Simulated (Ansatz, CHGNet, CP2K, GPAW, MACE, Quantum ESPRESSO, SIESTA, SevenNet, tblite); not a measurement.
**Codes compared on Σ7 (111) twist boundary in a MgS-YS solid solution (84 atoms)**

How near do other programs and methods come to a plane-wave reference for Σ7 (111) twist boundary in a MgS-YS solid solution (84 atoms)? A plane-wave run serves as the reference.

Program: Ansatz 0.2.0. Level of theory: Kohn-Sham DFT, PBE, PAW, plane waves. Values are calculated unless marked as measured.

## 1. Starting point

The cell holds 84 atoms: 38 Mg, 42 S and 4 Y. Cell: a = 9.782 Å, b = 9.782 Å, c = 19.373 Å, α = 90.0°, β = 90.0°, γ = 120.0°. Rock-salt MgS (a = 5.2289 Å); two grains turned against each other by 38.21 deg about [111]; 1 x 1 coincidence cells, 1 lattice periods a grain, two boundaries a cell, upper grain shifted by [0, 0] of the boundary cell and opened by 0.63 Å, no atom removed; 4 of 42 Mg sites given to Y at random (lattice constant by Vegard's rule between MgS and YS); not relaxed, displaced by a Gaussian of 0.02 Å. Then every atom was moved at random, 0.05 Å r.m.s. a Cartesian component. Regions: lower grain, 42 atoms (20 Mg, 21 S and 1 Y); upper grain, 42 atoms (18 Mg, 21 S and 3 Y). The structure's axis is c.

Structure file:

```xyz
84
Lattice="9.7824 0.0000 0.0000 -4.8912 8.4718 0.0000 0.0000 0.0000 19.3734" Properties=species:S:1:pos:R:3 pbc="T T T"
Mg    5.6425    4.8038    0.0275
S    -2.1059    5.2326    1.6126
Mg    6.2968    1.1284    0.0263
S     8.3774    1.6746    1.5321
Mg    7.0545    3.2025    3.1040
S    -0.7939    3.5778    4.4598
Mg    8.4917    1.5869    6.0922
S     0.7299    1.9932    7.5593
Mg    2.1336    6.0632   19.3500
S     4.2268    6.4153    1.5586
Mg    2.7601    8.0980    2.9825
S    -4.8727    8.4516    4.5760
Mg    2.7491    2.4913    0.0159
S     4.7445    2.8314    1.5022
Mg    3.4149    4.4386    3.0455
S     5.6603    4.9105    4.6161
Mg    4.1342    6.4358    6.0218
S    -3.4978    6.8504    7.4814
Y     4.2097    0.7604    3.1480
S     6.3140    1.1055    4.4772
Mg    4.9042    2.8623    5.9934
S     6.9164    3.2213    7.5535
Mg   -1.3713    7.3087    0.0256
S     0.6417    7.6187    1.5394
Mg   -0.6314    3.6330   19.3083
S     1.3466    4.0046    1.4639
Mg    0.0369    5.6885    2.9161
S     2.1383    6.1640    4.4815
Mg    0.6798    7.6622    6.1321
S     2.7175    8.0465    7.4793
Mg    9.7662    0.0125   19.3514
S     2.0938    0.3945    1.4716
Mg    0.7253    2.0353    2.9760
S     2.8291    2.4940    4.5001
Mg    1.5093    4.0957    6.1594
S     3.3631    4.3733    7.5132
Mg    2.1327    0.4512    6.1606
S     4.1146    0.7782    7.6289
Mg   -3.3967    6.9033    2.9562
S    -1.4258    7.2340    4.5020
Mg   -2.1910    5.3105    6.0135
S     0.0402    5.5581    7.5117
Mg    1.3287    7.3566    9.6176
S     7.6161    0.4125   11.3426
Mg    4.1946    4.8524    9.6354
S     5.5212    6.3636   11.1659
Mg    3.4752    6.8668   12.8091
S     9.7443    0.0309   14.2017
Mg    7.0712    2.4188    9.6646
S    -1.3883    4.0435   11.1862
Mg    6.2965    4.4179   12.7402
S    -2.0171    6.0609   14.1302
Mg    5.6209    6.4634   15.7525
S    -2.8569    8.0404   17.1441
Mg   -2.1317    6.0141    9.6805
S    -0.5659    7.5366   11.2333
Mg   -2.8521    8.0620   12.6462
S     3.5189    1.1395   14.2071
Mg    0.7051    3.7004    9.7005
S     2.1605    5.3052   11.1512
Y     0.0142    5.6420   12.6811
S     1.4030    7.3164   14.2486
Mg   -0.6572    7.6610   15.7462
S     5.4620    0.8811   17.2092
Y     3.5708    1.3115    9.6896
S     4.9022    2.7471   11.0932
Mg    2.7119    3.2065   12.7320
S     4.1393    4.9095   14.1916
Mg    2.1573    5.2153   15.7012
S     3.4927    6.8167   17.2059
Mg    5.5002    0.6970   12.7409
S     7.0565    2.3399   14.1519
Mg    4.9100    2.7564   15.8318
S     6.2596    4.4145   17.1581
Y     7.7096    0.4865   15.7283
S    -0.6596    1.9623   17.1261
Mg    9.7624    0.0196    9.6526
S     1.3777    1.5086   11.0727
Mg   -0.6293    2.0517   12.6571
S     0.7440    3.5464   14.3019
Mg   -1.2975    4.0710   15.7183
S    -0.0408    5.6149   17.2499
Mg    1.4119    1.5320   15.7506
S     2.9168    3.2377   17.2825
```

## 2. Reference: Ansatz, plane waves

The PAW files are the set soft_2.

input.yaml

```yaml
crystal:
  lattice:
    - [9.78238, 0.0, 0.0]
    - [-4.89119, 8.47179, 0.0]
    - [0.0, 0.0, 19.37344]
  atoms:
    - { symbol: Mg, position: [0.86032, 0.56704, 0.00142] }
    - { symbol: S, position: [0.09355, 0.61765, 0.08324] }
    - { symbol: Mg, position: [0.71029, 0.1332, 0.00136] }
    - { symbol: S, position: [0.95521, 0.19767, 0.07908] }
    [... 74 atom lines left out ...]
    - { symbol: Mg, position: [0.05676, 0.24218, 0.65332] }
    - { symbol: S, position: [0.28536, 0.41861, 0.73822] }
    - { symbol: Mg, position: [0.10763, 0.48054, 0.81133] }
    - { symbol: S, position: [0.32722, 0.66278, 0.89039] }
    - { symbol: Mg, position: [0.23475, 0.18084, 0.813] }
    - { symbol: S, position: [0.48926, 0.38218, 0.89207] }
kpoints:
  mp_grid: { grid: [1, 1, 1] }
hamiltonian:
  xc: pbe
scf:
  occupations: { method: fermi_dirac, width: 0.05 }
output:
  forces: true
  eigenvalues: true
  populations: true
  stress: true
```

Command:

```sh
ansatz run input.yaml --threads 4 --pin off --max-ram 8192MiB --backend cpu --events-out ev --progress --plain --runs-dir out
```

The program printed:

```text
[...]
Pseudopotentials: kind: paw
Pseudopotential: Mg, paw, valence charge 10, recommended cutoff 420 eV (normal), Mg.paw.azcp
Pseudopotential: S, paw, valence charge 6, recommended cutoff 420 eV (normal), S.paw.azcp
Pseudopotential: Y, paw, valence charge 11, recommended cutoff 420 eV (normal), Y.paw.azcp
[...]
Crystal: 84 atoms, lattice volume = 1605.560 Å³
Basis set: ecut = 420 eV, 31361 PW (Γ), exchange–correlation on 144×144×270 points (8 copies of the dense FFT grid, shifted against one another)
Bands: 422, of which v1, the nominal top of the filled ones, is band 338 counted from 1 (337 counted from 0)
Symmetry: 1 space group operations
Space group: P1 (ITA 1), of the structure as read, at distance tolerance 1.2e-4 Å
k-points: 1
[...]
Initial density: superposition of atomic densities (neutral atoms: chi_scale 0, normalization atom), corrected by the library's trained network
Initial wavefunctions: pseudopotential atomic-orbital guess
[...]
SCF iter   1: F=—  HF=-126492.968021 eV  |F-HF|=—  |Δ(HF+E_count)|=         —  Δρ=3.67e-3  dr2=1.79e0  ethr=1.77e-3  ⟨swp⟩=6.0  Hψ=1690  notcnv=0  defer=36
preconditioner: auto → Resta (q_TF=auto, 2.362 Å⁻¹)  ε∞=4.3  [insulator: Δε(μ)=0.129 eV  Ē_g=9.379 eV  σ=0.050 eV  W_gap=0.57  n_scr=374 (ndim 8)  ℏωp=17.1 eV  f_vac=0.000  D(μ)=17.60/eV (n_scr^D=68)  ε∞_Penn≈4.3]
[...]
SCF iter  13: F=—  HF=-126492.796147 eV  |F-HF|=—  |Δ(HF+E_count)|=   2.24e-7  Δρ=1.53e-6  dr2=3.59e-7  ethr=2.50e-10  ⟨swp⟩=2.0  Hψ=708  notcnv=0  defer=54
SCF iter  14: F=-126492.796147 eV  HF=-126492.796147 eV  |F-HF|=8.04e-8  |Δ(HF+E_count)|=   5.55e-8  Δρ=7.86e-7  dr2=9.23e-8  ethr=1.48e-11  ⟨swp⟩=14.0  Hψ=1921  notcnv=0
SCF 1 converged in 14 iterations: F = -126492.796147 eV  dr2 = 9.23e-8
[...]
SCF converged after 14 iterations
Free energy (F): -126492.796147 eV
Harris-Foulkes:  -126492.796147 eV  (|F-HF|=8.04e-8)
Internal energy: -126492.613530 eV  (E = F + TS)
E sigma→0 (E₀):  -126492.704839 eV
Entropy (-TS):   -0.182617 eV (-2.174 meV/atom)
Fermi energy:    8.855560 eV
--- Per-component energies (eV) ---
[...]
Σ components = -126492.796147   (vs F -126492.796147, Δ=0.00e0)
--- Forces (eV/Å), atoms counted from 1 ---
  atom   1  Mg    -0.17468366     0.08404123     0.15877523
  atom   2  S      0.09282585     0.03682286    -1.30967253
  atom   3  Mg     0.28244143     0.38387977     0.13708773
  atom   4  S     -0.20449346    -0.39796449    -0.84077032
[...]
atom  84  S     -0.59786229     0.48456859    -1.11915207
  max |Σ_I F_I| component: 2.30e-5 eV/Å
--- Stress (GPa, compression-positive) ---
        4.221276       0.258953       0.147172
        0.258953       3.496011       0.532356
        0.147172       0.532356       1.483109
  P = ⅓ Tr σ = 3.0668 GPa (30.668 kbar)
--- Band table (eV) ---
  k-point 0: bands = ["-69.5060", "-69.4652", "-69.4249", "-69.3951", [... 406 levels ...], "12.4841", "12.4935", "12.5426", "12.5849", "12.6045", "12.6820", "12.6892", "12.7177", "12.7420", "12.8019", "12.8440", "12.8545"]
--- Löwdin populations: 84 sites ---
  site symbol       q [e]
     0     Mg      8.6198
     1      S      7.2849
     2     Mg      8.7089
[...]
83      S      7.2599
  spilling = 0.009253 (of n_electrons = 676.000000)
```

It took 26 s on 4 threads of Intel Xeon Platinum 8259CL at 2.50GHz (Skylake/Cascade Lake), shared host; peak memory 2.3 GiB.

In the SCF lines HF is the Harris–Foulkes energy and dr2 the Hartree energy of the density residual, in eV; the loop may stop once dr2 is under the threshold and the program's other checks hold. Hψ counts applications of the Hamiltonian.

The run gave:

```yaml
free_energy: -126492.7961 eV
free_energy_per_atom: -1505.8666 eV/atom
scf_cycles: 14
pressure: 3.067 GPa
r_m_s_force_component: 0.7989 eV/Å
longest_force: 6.331 eV/Å
fermi_energy: 8.856 eV
levels_partly_filled_by_over_2_per_cent: 4
spilling_of_the_projection: 0.009253
```

Neighbours are counted within 2.93 Å (S-Mg), 3.45 Å (S-Y).

Length of the force by element and coordination:

| element | coordination | atoms | mean length of the force (eV/Å) | spread | least | most |
| --- | --- | --- | --- | --- | --- | --- |
| Mg | all | 38 | 0.902 | 0.334 | 0.251 | 1.43 |
| Mg | 3 | 2 | 1.16 | 0.139 | 1.02 | 1.29 |
| Mg | 4 | 10 | 0.923 | 0.413 | 0.251 | 1.40 |
| Mg | 5 | 1 | 1.01 | 0 | 1.01 | 1.01 |
| Mg | 6 | 25 | 0.870 | 0.305 | 0.331 | 1.43 |
| S | all | 42 | 1.27 | 0.935 | 0.419 | 6.33 |
| S | 3 | 1 | 1.22 | 0 | 1.22 | 1.22 |
| S | 4 | 13 | 1.49 | 1.45 | 0.674 | 6.33 |
| S | 6 | 28 | 1.17 | 0.555 | 0.419 | 2.67 |
| Y | all | 4 | 2.10 | 0.903 | 0.966 | 3.44 |
| Y | 4 | 1 | 3.44 | 0 | 3.44 | 3.44 |
| Y | 6 | 3 | 1.66 | 0.542 | 0.966 | 2.29 |

Löwdin charges by element and coordination (they lack the spilled electrons, 0.074 e an atom on average):

| element | coordination | atoms | mean charge (e) | spread | least | most |
| --- | --- | --- | --- | --- | --- | --- |
| Mg | all | 38 | 1.40 | 0.0484 | 1.27 | 1.45 |
| Mg | 3 | 2 | 1.29 | 0.0169 | 1.27 | 1.31 |
| Mg | 4 | 10 | 1.35 | 0.0357 | 1.29 | 1.41 |
| Mg | 5 | 1 | 1.34 | 0 | 1.34 | 1.34 |
| Mg | 6 | 25 | 1.43 | 0.0096 | 1.40 | 1.45 |
| S | all | 42 | -1.14 | 0.141 | -1.29 | -0.731 |
| S | 3 | 1 | -1.23 | 0 | -1.23 | -1.23 |
| S | 4 | 13 | -1.14 | 0.154 | -1.26 | -0.731 |
| S | 6 | 28 | -1.14 | 0.136 | -1.29 | -0.832 |
| Y | all | 4 | 0.266 | 0.0874 | 0.160 | 0.364 |
| Y | 4 | 1 | 0.160 | 0 | 0.160 | 0.160 |
| Y | 6 | 3 | 0.301 | 0.0725 | 0.199 | 0.364 |

By region:

| region | atoms | mean length of the force (eV/Å) |
| --- | --- | --- |
| lower grain | 42 | 1.10 |
| upper grain | 42 | 1.19 |

The levels nearest the highest filled one (over half full), pooled over k-points and spins:

| level less the highest filled one (eV) | occupation |
| --- | --- |
| -2.09 | 2 |
| -2.02 | 2 |
| -1.96 | 2 |
| -1.87 | 2 |
| -0.187 | 1.97 |
| 0 | 1.21 |
| 0.0669 | 0.569 |
| 0.132 | 0.194 |
| 0.203 | 0.051 |
| 0.286 | 0.01 |
| 0.384 | 0.001 |
| 0.456 | 0 |

## 3. The ladder

The programs:
- CHGNet: machine-learned potential, published weights.
- CP2K 2026.2: Gaussian basis with GTH pseudopotentials and a plane-wave density; labels give functional, basis (MOLOPT sets; SR short-range, UZH the newer set with its own potentials), grid cutoff/relative cutoff and solver (OT: orbital transformation; TRS4, TC2, SIGN: linear-scaling purification with its sparsity filter), or its built-in tight binding.
- GPAW 26.7.0: PAW with atomic orbitals (LCAO), plane waves or a real-space grid of spacing h.
- MACE: machine-learned potential, published weights.
- Quantum ESPRESSO 7.5: plane waves; labels (QE) give functional, pseudopotential set and cutoffs of waves/density.
- SIESTA 5.4.2: numerical atomic orbitals, whose automatically made sets are far from complete, with PseudoDojo norm-conserving potentials that we converted to its format (checked against plane waves on the same files for H, C, O, Si, Ge and Ca alone); labels give functional, basis size, energy shift and mesh cutoff.
- SevenNet: machine-learned potential, published weights.
- tblite 0.8.0: extended tight binding, driven from Python.

All use the same cell and atoms; the electronic-structure runs use the same k-mesh, and an electronic temperature of 580 K (0.05 eV) where levels are smeared.

Differences are against the plane-wave reference, forces as r.m.s. over components; share is that over the reference's r.m.s. force, slope the least-squares factor from reference forces to these. Total energies of different programs have different zeros and aren't compared.

| run | Δ force, r.m.s. (meV/Å) | share (%) | slope | Δ pressure (GPa) | cores | CPU time | memory (GiB) |
| --- | --- | --- | --- | --- | --- | --- | --- |
| reference | - | - | - | - | 4 | 94 s | 2.3 |
| CHGNet r2SCAN potential | 299 | 37.4 | 0.713 | -2.27 | 1 | 6.8 s | 0.85 |
| CP2K PBE, DZVP-MOLOPT-SR, 420/50 Ry, diagonalisation (coarse) | 1683 | 211 | 1.066 | 1.67 | 2 | 13 min | 3.2 |
| GPAW PBE, LCAO dzp, h 0.2 Å, other mixer settings | 68.1 | 8.53 | 1.059 | - | 1 | 20 min | 1.7 |
| MACE MP-0b2 small potential | 175 | 21.9 | 0.976 | -1.36 | 1 | 11 s | 0.67 |
| QE PBE, sssp-1.3.0-efficiency, 45/360 Ry | 5.41 | 0.677 | 0.998 | -0.253 | 4 | 22 min | 4.0 |
| SIESTA PBE, DZP, shift 0.01 Ry, mesh 500 Ry | 102 | 12.7 | 1.062 | 0.227 | 2 | 14 min | 2.1 |
| SIESTA PBE, DZP, shift 0.02 Ry, mesh 500 Ry | 83.9 | 10.5 | 1.040 | -2.58 | 2 | 9.9 min | 1.8 |
| SIESTA PBEsol, DZP, shift 0.01 Ry, mesh 500 Ry | 102 | 12.7 | 1.027 | -1.94 | 2 | 12 min | 2.1 |
| SevenNet l3i5 potential | 124 | 15.5 | 0.959 | -0.917 | 1 | 18 s | 1.1 |
| tblite GFN1-xTB | 374 | 46.8 | 0.738 | -3.60 | 1 | 37 s | 0.14 |

Rows marked coarse use a setting chosen to be so.

Times of the machine-learned potentials are mostly Python's start and the loading of weights.

CPU time is summed over cores on a shared host, where runs went side by side, so it is rough. Symmetry, cutoffs, thresholds, outputs and thread counts weren't matched or tuned between programs; memory under MPI is the largest rank's times the ranks.

Runs without a result: GPAW PBE, LCAO dzp, h 0.2 Å (cut off at its time limit of 14 min); GPAW PBE, LCAO szp(dzp), h 0.2 Å (cut off at its time limit of 7.5 min).

Mean charges by element (e), by run and scheme:

| run | scheme | Mg | S | Y |
| --- | --- | --- | --- | --- |
| reference | Löwdin | +1.40 | -1.14 | +0.27 |
| SIESTA PBE, DZP, shift 0.01 Ry, mesh 500 Ry | Hirshfeld | +0.28 | -0.26 | +0.10 |
| SIESTA PBE, DZP, shift 0.02 Ry, mesh 500 Ry | Hirshfeld | +0.25 | -0.23 | +0.07 |
| SIESTA PBEsol, DZP, shift 0.01 Ry, mesh 500 Ry | Hirshfeld | +0.26 | -0.25 | +0.09 |
| tblite GFN1-xTB | Mulliken | +0.43 | -0.43 | +0.48 |

The reference's Löwdin charges lack the electrons that the projection spills, 0.074 e an atom on average.

## 4. Summary of results

```json
{
 "reference r.m.s. force component": "0.799 eV/Å",
 "nearest in forces": "QE PBE, sssp-1.3.0-efficiency, 45/360 Ry, 0.68 %",
 "farthest in forces": "CP2K PBE, DZVP-MOLOPT-SR, 420/50 Ry, diagonalisation (coarse), 211 %",
 "cheapest electronic-structure run beside the reference": "tblite GFN1-xTB, 37 s of CPU time"
}
```

In words: PBE on plane waves or a grid with other potentials, cutoffs or grids, coarse settings apart, differs from the reference by 0.68 % (QE PBE, sssp-1.3.0-efficiency, 45/360 Ry) of the r.m.s. force; this holds the reference's own error, so differences of a few per cent don't tell which side is nearer the exact PBE result (QE's 45 Ry are 612 eV, against the reference's 420 eV). The PBE runs in local orbitals, coarse settings apart, differ by 8.5 % (GPAW PBE, LCAO dzp, h 0.2 Å, other mixer settings) to 13 % (SIESTA PBE, DZP, shift 0.01 Ry, mesh 500 Ry); basis, grid and potentials can all enter. Tight binding differs by 47 % (tblite GFN1-xTB); it is another model, with fitted parameters of its own, and the xTB methods hold dispersion. Machine-learned potentials differ by 16 % (SevenNet l3i5 potential) to 37 % (CHGNet r2SCAN potential); they were trained on other programs' data, some at another functional. Rows with another functional or a dispersion term differ by 13 % (SIESTA PBEsol, DZP, shift 0.01 Ry, mesh 500 Ry), which mixes the change of model with differences of basis and potentials. Runs with settings chosen to be coarse differ by 211 % (CP2K PBE, DZVP-MOLOPT-SR, 420/50 Ry, diagonalisation), their programs' other errors included. One electronic-structure run takes under half the reference's CPU time: tblite GFN1-xTB, at 47 % in 37 s against 94 s; its pressure misses by -3.6 GPa. In pressure, SIESTA PBE, DZP, shift 0.02 Ry, mesh 500 Ry misses by -2.6 GPa, at the same functional. Charges hang on model, scheme and program or settings: among these rows the mean for Mg runs from +0.25 to +1.40 e. In the reference: 4 levels are partly filled by over 2 % (at Γ alone), and the list of levels jumps by 1.7 eV between -1.87 and -0.19 eV: the Fermi level sits among few, sparse states, as at a band edge or among defect levels. In the reference: mean Löwdin charges: Mg +1.40, S -1.14, Y +0.27 e (they miss 0.93 % of the electrons, so they add up to more than the cell's charge). Periodic xTB results under one method name differ between programs and library versions. The potentials hold different valence shells: 676 electrons in the reference, 372 in Quantum ESPRESSO with SSSP; this bears on time and differences. Machine-learned potentials mimic data converged in k, so the reference's own k-point error enters their differences. The host structure and its lattice constant were typed by rule, without a check against the phase diagram. The reference's pressure of 3.1 GPa belongs to unrelaxed atoms and would change as they relax. The electronic-structure runs sample only Γ, in a cell whose shortest periodic width is 8 Å, which is coarse for a cell with partly filled levels.

[Long decimals in the printed logs are rounded to 6 places.]

[Also dropped from logs without a mark: lines with file paths, logging warnings of Python, QE's lines on negative density and diagonalisation, SIESTA's first energy breakdown, zero terms and Voronoi charges.]

[Logs are printed without paths, hosts, clocks, repeated set-up lines and the standing remarks that a program may print on its own settings, such as how far it seeks lower states.]

[Hosts, paths, dates, database ids (printed as entryN), source tags and the programs' standing remarks are cut or masked in the printed files.]

[Not all failed runs are listed: runs killed by the host, ended in a Python traceback or in CONQUEST's support-function errors, and SIESTA runs with faulty potentials for Cu, Fe, Ni or Zn are left out.]
